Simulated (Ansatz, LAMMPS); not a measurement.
# Forces and charges in glassy 67P2O5-33MgO (mol %) (80 atoms)

What does DFT give for glassy 67P2O5-33MgO (mol %) (80 atoms) as built?

Main program and level: Ansatz 0.2.0; Kohn-Sham DFT, r2SCAN, PAW (set soft_2), plane waves.

### 1. The starting structure

The cell holds 80 atoms: 20 P, 5 Mg and 55 O. Cell: a = 9.952 Å, b = 9.952 Å, c = 9.952 Å, α = 90.0°, β = 90.0°, γ = 90.0°. 80 atoms (20 P, 5 Mg, 55 O) placed at random at 2.73 g/cm³, melted at 4000 K for 10 ps at fixed volume with the Morse and Coulomb pair potential with partial charges (Pedone, Malavasi, Menziani, Cormack and Segre, J. Phys. Chem. B 110, 11780 (2006)). Quenched from 4000 K to 300 K at 25 K/ps and fixed volume, held 5 ps.

Before any run, some limits are plain. The quench rate of 25 K/ps is orders of magnitude faster than experiment, which tends to freeze in extra defects. The network of bonds at the start is that of the classical potential that made the cell, and needn't be the one that DFT or experiment would give. Sampling is at Γ alone, for a cell whose shortest periodic width is 10 Å.

### 2. The classical run that made the cell

A classical potential supplies the starting structure, since it reaches far longer times than DFT.

This step: classical MD, Morse and Coulomb pair potential with partial charges (Pedone, Malavasi, Menziani, Cormack and Segre, J. Phys. Chem. B 110, 11780 (2006)) (LAMMPS 22 Jul 2025 - Update 4).

Input file in.lmp:

```
# melt-quench of P20Mg5O55
units metal
atom_style charge
boundary p p p
region box block 0 9.9517 0 9.9517 0 9.9517
create_box 3 box
mass 1 30.9738   # P
mass 2 24.3050   # Mg
mass 3 15.9990   # O
create_atoms 1 random 20 317138 NULL overlap 1.5 maxtry 2000
create_atoms 2 random 5 317145 NULL overlap 1.5 maxtry 2000
create_atoms 3 random 55 317152 NULL overlap 1.5 maxtry 2000
pair_style hybrid/overlay pedone 5.5 coul/long 8.0
pair_coeff * * coul/long
pair_coeff 1 3 pedone 0.831326 2.585833 1.800790 1   # P-O
pair_coeff 2 3 pedone 0.038908 2.281000 2.586153 5   # Mg-O
pair_coeff 3 3 pedone 0.042395 1.379316 3.618701 22   # O-O
set type 1 charge 3
set type 2 charge 1.2
set type 3 charge -1.2
kspace_style pppm 1.0e-4
neigh_modify delay 0 every 1 check yes
thermo_style custom step time temp pe press density
thermo_modify norm yes
timestep 0.002
thermo 100
min_style cg
minimize 1e-4 1e-4 200 2000
reset_timestep 0
velocity all create 4000 317139 mom yes dist gaussian
fix lim all nve/limit 0.05
fix lan all langevin 4000 4000 0.2 317140 zero yes
thermo 500
run 1000 post no
# [... 7 lines left out ...]
fix md all nvt temp 4000 300 0.2
run 74000 post no
unfix md
thermo 1250
fix md all nvt temp 300 300 0.2
run 2500 post no
unfix md
write_dump all custom glass.dump id type xs ys zs modify sort id
```

Command:

```
lmp -in in.lmp -log none -nocite
```

Output:

```text
LAMMPS (22 Jul 2025 - Update 4)
Created orthogonal box = (0 0 0) to (9.9517 9.9517 9.9517)
Created 20 atoms
Created 5 atoms
Created 55 atoms
PPPM initialization ...
  G vector (1/distance) = 0.39068159
  grid = 12 12 12
  estimated relative force accuracy = 5.4289643e-05
   Step          Time           Temp          PotEng         Press         Density
         0   0              0             -4.4998979      703530.83      2.7310257
        71   0.142          0             -20.784771      39732.829      2.7310257
Loop time of 0.0434206 s on 1 MPI rank(s) for 71 steps with 80 atoms
Minimization stats:
  Stopping criterion = energy tolerance
[... 17 lines left out ...]
[... 1 line left out ...]
Loop time of 1.89671 s on 1 MPI rank(s) for 5000 steps with 80 atoms
   Step          Time           Temp          PotEng         Press         Density
[... 11 lines left out ...]
     80000   160            300.56012     -21.013785      8346.9001      2.7310257
Loop time of 27.0851 s on 1 MPI rank(s) for 74000 steps with 80 atoms
   Step          Time           Temp          PotEng         Press         Density
     80000   160            300.56012     -21.013785      8346.9001      2.7310257
     81250   162.5          294.86321     -21.015154      9650.9056      2.7310257
     82500   165            313.0955      -21.01307       27549.41       2.7310257
Loop time of 0.844245 s on 1 MPI rank(s) for 2500 steps with 80 atoms
```

The job ended after 30 s (1 thread of Arm Neoverse V2, shared host; peak memory 0.079 GiB).

### 3. Plane-wave single point

The electrons are solved once, with the atoms held.

Input file input.yaml:

```yaml
crystal:
  lattice:
    - [9.9517, 0.0, 0.0]
    - [0.0, 9.9517, 0.0]
    - [0.0, 0.0, 9.9517]
  atoms:
    - { symbol: P, position: [0.95942, 0.76997, 0.27849] }
    - { symbol: P, position: [0.25233, 0.99168, 0.89628] }
    - { symbol: P, position: [0.60551, 0.84707, 0.82597] }
    - { symbol: P, position: [0.836, 0.38136, 0.0528] }
    - { symbol: P, position: [0.65992, 0.13815, 0.94202] }
    - { symbol: P, position: [0.17945, 0.16335, 0.34894] }
    - { symbol: P, position: [0.90386, 0.30759, 0.35075] }
    - { symbol: P, position: [0.30434, 0.55292, 0.44411] }
    - { symbol: P, position: [0.90489, 0.7761, 0.84655] }
    - { symbol: P, position: [0.60252, 0.28572, 0.67038] }
    - { symbol: P, position: [0.24052, 0.70435, 0.18198] }
    - { symbol: P, position: [0.79585, 0.50349, 0.57035] }
    - { symbol: P, position: [0.02645, 0.12862, 0.7314] }
    - { symbol: P, position: [0.50228, 0.39827, 0.29198] }
    - { symbol: P, position: [0.38608, 0.1712, 0.11359] }
    - { symbol: P, position: [0.71306, 0.0858, 0.45969] }
    - { symbol: P, position: [0.89348, 0.98247, 0.08239] }
    - { symbol: P, position: [0.0307, 0.87121, 0.56964] }
    - { symbol: P, position: [0.47166, 0.90071, 0.27187] }
    - { symbol: P, position: [0.32341, 0.47775, 0.958] }
    - { symbol: Mg, position: [0.62087, 0.77894, 0.49765] }
    - { symbol: Mg, position: [0.58928, 0.61839, 0.06123] }
    - { symbol: Mg, position: [0.25994, 0.34094, 0.63746] }
    - { symbol: Mg, position: [0.03882, 0.48562, 0.79966] }
    - { symbol: Mg, position: [0.37258, 0.84859, 0.59651] }
    - { symbol: O, position: [0.75981, 0.95158, 0.51656] }
    - { symbol: O, position: [0.17662, 0.83392, 0.58204] }
    - { symbol: O, position: [0.96051, 0.37809, 0.96933] }
    - { symbol: O, position: [0.99659, 0.08485, 0.1067] }
    - { symbol: O, position: [0.23725, 0.47505, 0.83792] }
    - { symbol: O, position: [0.52658, 0.1615, 0.01405] }
    - { symbol: O, position: [0.1923, 0.49638, 0.51952] }
    - { symbol: O, position: [0.54435, 0.78501, 0.95131] }
    - { symbol: O, position: [0.30239, 0.09049, 0.99356] }
    - { symbol: O, position: [0.24326, 0.61304, 0.3141] }
    - { symbol: O, position: [0.59101, 0.80832, 0.26339] }
    - { symbol: O, position: [0.7447, 0.27036, 0.00228] }
    - { symbol: O, position: [0.75621, 0.04496, 0.04423] }
    - { symbol: O, position: [0.42942, 0.02822, 0.19513] }
    - { symbol: O, position: [0.46696, 0.26882, 0.22097] }
    - { symbol: O, position: [0.75334, 0.777, 0.83432] }
    - { symbol: O, position: [0.12708, 0.02432, 0.35773] }
    - { symbol: O, position: [0.63539, 0.22813, 0.80963] }
    - { symbol: O, position: [0.35135, 0.80297, 0.20548] }
    - { symbol: O, position: [0.10063, 0.76294, 0.20472] }
    - { symbol: O, position: [0.13072, 0.05046, 0.81882] }
    - { symbol: O, position: [0.88616, 0.88473, 0.20187] }
    - { symbol: O, position: [0.72378, 0.62167, 0.51614] }
    - { symbol: O, position: [0.02209, 0.02854, 0.61156] }
    - { symbol: O, position: [0.75522, 0.50527, 0.05642] }
    - { symbol: O, position: [0.46077, 0.33682, 0.65158] }
    - { symbol: O, position: [0.91246, 0.63112, 0.26346] }
    - { symbol: O, position: [0.25211, 0.19034, 0.21526] }
    - { symbol: O, position: [0.44379, 0.90806, 0.42164] }
    - { symbol: O, position: [0.64229, 0.17115, 0.57036] }
    - { symbol: O, position: [0.32609, 0.33987, 0.02628] }
    - { symbol: O, position: [0.89037, 0.12354, 0.7958] }
    - { symbol: O, position: [0.39124, 0.43853, 0.39168] }
    - { symbol: O, position: [0.89772, 0.53953, 0.67707] }
    - { symbol: O, position: [0.63849, 0.06462, 0.3319] }
    - { symbol: O, position: [0.35299, 0.96813, 0.78439] }
    - { symbol: O, position: [0.05581, 0.26643, 0.35464] }
    - { symbol: O, position: [0.27059, 0.59586, 0.06907] }
    - { symbol: O, position: [0.87027, 0.34079, 0.20399] }
    - { symbol: O, position: [0.46324, 0.51972, 0.92639] }
    - { symbol: O, position: [0.87245, 0.41474, 0.45902] }
    - { symbol: O, position: [0.96137, 0.8216, 0.70346] }
    - { symbol: O, position: [0.6356, 0.00167, 0.85683] }
    - { symbol: O, position: [0.21594, 0.86318, 0.96593] }
    - { symbol: O, position: [0.38549, 0.65642, 0.5113] }
    - { symbol: O, position: [0.25678, 0.19036, 0.47493] }
    - { symbol: O, position: [0.92376, 0.89267, 0.95354] }
    - { symbol: O, position: [0.70236, 0.40231, 0.63862] }
    - { symbol: O, position: [0.98367, 0.81269, 0.43256] }
    - { symbol: O, position: [0.55767, 0.82082, 0.68891] }
    - { symbol: O, position: [0.98536, 0.66406, 0.90317] }
    - { symbol: O, position: [0.8361, 0.17968, 0.41011] }
    - { symbol: O, position: [0.62895, 0.36685, 0.37054] }
    - { symbol: O, position: [0.50991, 0.51445, 0.20158] }
    - { symbol: O, position: [0.07316, 0.26527, 0.69132] }
kpoints:
  mp_grid: { grid: [1, 1, 1] }
hamiltonian:
  xc: r2scan
scf:
  occupations: { method: fixed }
output:
  forces: true
  stress: true
  populations: true
  dos:
    method: { smearing: { sigma: 0.15 } }
    de: 0.1
    projected: { site_lists: { Mg: [Mg], O: [O], P: [P] } }
  eigenvalues: true
  write_density: true
  write_potential: true
  volumetric_format: npy
```

Command:

```
ansatz run input.yaml --threads 8 --pin off --max-ram 15872MiB --backend cpu --events-out ev --progress --plain --runs-dir out
```

Output:

```text
Engine: ansatz 0.2.0, aarch64-unknown-linux-gnu
Pseudopotentials: kind: paw
Pseudopotential: P, paw, valence charge 5, recommended cutoff 500 eV (meta_gga), P.paw.azcp
Pseudopotential: Mg, paw, valence charge 10, recommended cutoff 500 eV (meta_gga), Mg.paw.azcp
Pseudopotential: O, paw, valence charge 6, recommended cutoff 500 eV (meta_gga), O.paw.azcp
[... 6 lines on functional and potentials left out ...]
Crystal: 80 atoms, lattice volume = 985.580 Å³
Basis set: ecut = 500 eV, 25173 PW (Γ), exchange–correlation on 300×300×300 points (64 copies of the dense FFT grid, shifted against one another)
Bands: 320, of which v1, the nominal top of the filled ones, is band 240 counted from 1 (239 counted from 0)
Symmetry: 1 space group operations
Space group: P1 (ITA 1), of the structure as read, at distance tolerance 1.0e-4 Å
k-points: 1
[... 10 lines on functional and potentials left out ...]
Initial density: superposition of atomic densities (neutral atoms: chi_scale 0, normalization atom), corrected by the library's trained network
Initial wavefunctions: pseudopotential atomic-orbital guess
Functional: x = r2scan, c = r2scan; τ floored in thin density (d = 2e-4 eV/Å³)
SCF iter   1: F=—  HF=-56114.533455 eV  |F-HF|=—  |Δ(HF+E_count)|=         —  Δρ=1.09e-2  dr2=1.38e0  dr2_τ=8.15e0  ethr=1.77e-3  ⟨swp⟩=6.0  Hψ=1290  notcnv=0  defer=78
preconditioner: auto → Resta (q_TF=auto, 2.420 Å⁻¹)  ε∞=2.9  [insulator: Δε(μ)=3.186 eV  Ē_g=17.958 eV  n_scr=250 (ndim 8)  ℏωp=24.8 eV  f_vac=0.149  ε∞_Penn≈2.9]
SCF iter   2: F=—  HF=-56116.197103 eV  |F-HF|=—  |Δ(HF+E_count)|=    1.66e0  Δρ=6.11e-3  dr2=2.76e-1  dr2_τ=3.02e-2  ethr=2.87e-4  ⟨swp⟩=3.0  Hψ=585  notcnv=0  defer=78
SCF iter   3: F=—  HF=-56116.145032 eV  |F-HF|=—  |Δ(HF+E_count)|=   5.21e-2  Δρ=2.05e-3  dr2=4.53e-2  dr2_τ=6.80e-3  ethr=5.76e-5  ⟨swp⟩=3.0  Hψ=472  notcnv=0  defer=78
SCF iter   4: F=—  HF=-56116.137425 eV  |F-HF|=—  |Δ(HF+E_count)|=   7.61e-3  Δρ=7.87e-4  dr2=5.02e-3  dr2_τ=9.23e-4  ethr=9.43e-6  ⟨swp⟩=3.0  Hψ=443  notcnv=0  defer=78
SCF iter   5: F=—  HF=-56116.136952 eV  |F-HF|=—  |Δ(HF+E_count)|=   4.72e-4  Δρ=2.46e-4  dr2=6.74e-4  dr2_τ=7.03e-5  ethr=1.05e-6  ⟨swp⟩=3.0  Hψ=578  notcnv=0  defer=78
SCF iter   6: F=—  HF=-56116.137094 eV  |F-HF|=—  |Δ(HF+E_count)|=   1.42e-4  Δρ=1.21e-4  dr2=1.28e-4  dr2_τ=1.74e-5  ethr=1.40e-7  ⟨swp⟩=3.0  Hψ=557  notcnv=0  defer=78
SCF iter   7: F=—  HF=-56116.137081 eV  |F-HF|=—  |Δ(HF+E_count)|=   1.38e-5  Δρ=3.61e-5  dr2=1.11e-5  dr2_τ=1.76e-6  ethr=2.67e-8  ⟨swp⟩=3.0  Hψ=435  notcnv=0  defer=78
SCF iter   8: F=—  HF=-56116.135214 eV  |F-HF|=—  |Δ(HF+E_count)|=   1.87e-3  Δρ=1.18e-5  dr2=1.35e-6  dr2_τ=1.61e-7  ethr=2.32e-9  ⟨swp⟩=3.0  Hψ=600  notcnv=0  defer=77
SCF iter   9: F=—  HF=-56116.135215 eV  |F-HF|=—  |Δ(HF+E_count)|=   6.39e-7  Δρ=4.56e-6  dr2=1.95e-7  dr2_τ=2.34e-8  ethr=2.81e-10  ⟨swp⟩=2.0  Hψ=465  notcnv=0  defer=77
SCF iter  10: F=-56116.135215 eV  HF=-56116.135215 eV  |F-HF|=4.31e-9  |Δ(HF+E_count)|=   8.27e-8  Δρ=2.19e-6  dr2=4.15e-8  dr2_τ=5.52e-9  ethr=2.08e-11  ⟨swp⟩=27.0  Hψ=3733  notcnv=0
SCF 1 converged in 10 iterations: F = -56116.135215 eV  dr2 = 4.15e-8
  greatest PAW one-centre occupation: 1.000 electrons in one spin orbital (limit 2), on the Mg atom at site 24 (counted from 0), in its partial waves of l = 0
SCF converged after 10 iterations
Free energy (F): -56116.135215 eV
Harris-Foulkes:  -56116.135215 eV  (|F-HF|=4.31e-9)
Internal energy: -56116.135215 eV  (E = F + TS)
E sigma→0 (E₀):  -56116.135215 eV
Fermi energy:    4.488523 eV
--- Per-component energies (eV) ---
  E_band       = -4155.893612
  E_kinetic    = 11794.987512
  E_local      = -37131.135528  (includes V_loc(G=0)·N_el)
  E_nonlocal   = 3676.856093
  E_hartree    = 13447.742447
  E_xc         = -5377.762139
  E_vxc        = -7400.445279  (∫ρ·V_xc dr)
  E_paw        = -21839.487946  (= ΣΔE_a)
  E_vpaw       = -2467.012221  (= ΣTr[D̂ρ^β])
  E_aug_tail   = 0.058404  (compensation charges beyond the density's cutoff)
  E_vtau       = 475.319929  (kinetic-family band-sum trace: ∫τ·v_τ [+ j·A + Jᵃ·Aᵃ] dr)
  E_ewald      = -20683.689423
  E_core_change = -3.704634  (= ΣΔE_core)
  E_smearing   = -0.000000  (= −TS)
  E_closure    = -0.000000  (closes the sum)
  Σ components = -56116.135215   (vs F -56116.135215, Δ=0.00e0)
--- Forces (eV/Å), atoms counted from 1 ---
  atom   1  P      0.71302874    -2.54181031    -0.27995218
  atom   2  P      0.64673828    -6.11880881    -2.19848789
  atom   3  P     -0.09627728     0.90938621     5.31004384
  atom   4  P      0.84603907     0.89110786    -2.44328246
  atom   5  P      1.24339123     0.65311298     2.00510598
  atom   6  P      0.71960158    -3.66389007     2.15763048
  atom   7  P      0.43708889    -2.01271745     0.15631087
  atom   8  P      0.34969905     1.56330891    -0.58454799
  atom   9  P      2.66553244     0.93062993     1.48237627
  atom  10  P     -2.05564515     0.10799048    -0.85921569
  atom  11  P      1.66905362    -3.03080832     0.40805221
  atom  12  P      1.79468306     1.19844352     0.35154337
  atom  13  P     -2.95485876    -0.76781639     2.79366978
  atom  14  P      5.18019117    -0.01893251     0.94165348
[...]
atom  79  O     -0.27840140     1.49846280    -1.07335629
  atom  80  O      1.37139762     1.41345721    -0.24972367
  max |Σ_I F_I| component: 7.38e-5 eV/Å
--- Stress (GPa, compression-positive) ---
        0.851806       3.097901      -0.144806
        3.097900      -3.787118      -1.358386
       -0.144804      -1.358387      -5.135512
  P = ⅓ Tr σ = -2.6903 GPa (-26.903 kbar)
--- Band table (eV) ---
  k-point 0: bands = ["-73.5015", "-73.0679", "-72.8873", "-72.6185", [... 304 levels ...], "14.6005", "14.6393", "14.7523", "14.7748", "14.8022", "14.8491", "14.8979", "14.9492", "15.0212", "15.0363", "15.0672", "15.2146"]
--- Löwdin populations: 80 sites ---
  site symbol       q [e]
     0      P      2.7005
     1      P      2.6990
     2      P      2.7060
[...]
79      O      6.9783
  spilling = 0.016521 (of n_electrons = 480.000000)
```

Run time: 18 s. Hardware: 8 threads of Arm Neoverse V2, shared host; peak memory 2.6 GiB; 2.2 min of CPU time.

Reading the cycles: dr2 is the Hartree energy of the density residual (eV), the measure of convergence; HF is the Harris–Foulkes estimate of the energy, which meets the free energy F at convergence.

Numbers from this run:

- free energy: -56116.1352 eV
- free energy per atom: -701.4517 eV/atom
- SCF cycles: 10
- pressure: -2.69 GPa
- r.m.s. force component: 1.54 eV/Å
- longest force: 6.534 eV/Å
- Fermi energy: 4.489 eV
- gap (highest filled to lowest empty level): 2.501 eV
- spilling of the projection: 0.01652

Neighbours are counted within 1.93 Å (O-P), 2.75 Å (O-Mg).

Length of the force by element and coordination:

```
element  coordination  atoms  mean length of the force (eV/Å)  spread  least   most
     Mg           all      5                             1.54   0.445  0.735   1.99
     Mg             4      1                            0.735       0  0.735  0.735
     Mg             5      3                             1.76   0.238   1.44   1.99
     Mg             6      1                             1.69       0   1.69   1.69
      O           all     55                             1.88    1.02  0.432   6.33
      O             1      8                             1.27   0.336  0.711   1.94
      O             2     42                             1.96    1.08  0.432   6.33
      O             3      5                             2.21   0.855  0.986   3.62
      P           all     20                             3.56    1.59   1.12   6.53
      P             4     18                             3.76    1.54   1.45   6.53
      P             5      2                             1.78   0.666   1.12   2.45
```

Löwdin charges by element and coordination (they lack the spilled electrons, 0.099 e an atom on average):

```
element  coordination  atoms  mean charge (e)  spread   least    most
     Mg           all      5             1.66  0.0028    1.65    1.66
     Mg             4      1             1.66       0    1.66    1.66
     Mg             5      3             1.66  0.0029    1.65    1.66
     Mg             6      1             1.66       0    1.66    1.66
      O           all     55           -0.845  0.0985   -1.01  -0.709
      O             1      8           -0.871  0.0588  -0.944  -0.780
      O             2     42           -0.824  0.0946   -1.01  -0.709
      O             3      5           -0.989  0.0143   -1.01  -0.973
      P           all     20             2.31  0.0349    2.25    2.38
      P             4     18             2.31  0.0335    2.26    2.38
      P             5      2             2.29  0.0415    2.25    2.33
```

States in the cell by windows of 1 eV, zero at the Fermi level; the larger projections on atomic orbitals stand beside the total:

```
from (eV)  to (eV)  total   O p  P p  O s
      -10       -9    2.2   1.6  0.3  0.2
       -9       -8    9.8   7.1  1.0  1.0
       -8       -7   26.9  20.9  2.6  2.3
       -7       -6   36.5  30.3  2.6  2.3
       -6       -5   38.0  33.2  1.8  1.7
       -5       -4   43.4  39.1  1.7  1.3
       -4       -3   41.0  37.8  1.4  0.8
       -3       -2   40.8  38.3  1.0  0.5
       -2       -1   27.5  26.1  0.7  0.2
       -1        0   13.2  12.7  0.2  0.1
        0        1    1.0   0.9  0.0  0.0
        1        2    0.0   0.0  0.0  0.0
        2        3    2.0   0.2  0.3  0.4
        3        4    4.1   0.7  0.8  0.7
        4        5    6.7   1.1  1.6  1.0
```

With fixed occupations the program's Fermi level is the highest filled level; weight inside the gap is the broadening of levels at its edges.

Between -26 and -10 eV lie 160 more states.

The stored curve holds about 440 of the 480 electrons; the rest, give or take the few that broadening carries across the Fermi level, lie in deeper levels below its range.

The levels nearest the highest filled one (over half full), pooled over k-points and spins:

```
level less the highest filled one (eV)  occupation
                                -0.876           2
                                -0.687           2
                                -0.621           2
                                -0.565           2
                                -0.228           2
                                     0           2
                                  2.50           0
                                  3.33           0
                                  3.70           0
                                  4.19           0
                                  4.37           0
                                  4.81           0
```

Valence density in the bc plane at fractional x = 0.252, with atoms of P and Mg and O within 0.2 Å of it. It is the smooth field of the valence electrons, not physical close to the nuclei.

Ten steps, logarithmic in the rise over the least value, from '0' (0 e/Å³) to '9' (21 e/Å³), each cell a mean:
```
3455310012222222211001356543
2333100000123332100001245542
1221000000135653100000123331
2210000000136764100000001222
2210000000135653100000000122
1100000000012321000000000112
0000000002111100000000000001
0000000148730000000000010000
0000000169951000000001122100
0000011147631221000001233100
0001233211112443210001232100
0013565310013454311000111000
0013676410012344221000000000
0013565310001232221000000000
0112333200000123443100000000
0112222100000014665310000000
0012333100000014676421000000
0013565310000012455322110000
0013676410000001233223221000
0013565310000001222112211000
0001233100000012444222210000
0011111111110025665321100000
1233210123321125665210122110
2455310123322223443101245421
```
Columns run along b (10.0 Å), rows up along c (10.0 Å). Atoms in or near the plane, at fractional coordinates: P at (0.99, 0.90), P at (0.70, 0.18), Mg at (0.34, 0.64), O at (0.48, 0.84), O at (0.61, 0.31), O at (0.19, 0.22), O at (0.60, 0.07), O at (0.19, 0.47).

[end of part 1 of 2]

[Logs are printed without paths, hosts, clocks, repeated set-up lines and the standing remarks that a program may print on its own settings, such as how far it seeks lower states.]

[Hosts, paths, dates, database ids (printed as entryN), source tags and the programs' standing remarks are cut or masked in the printed files.]
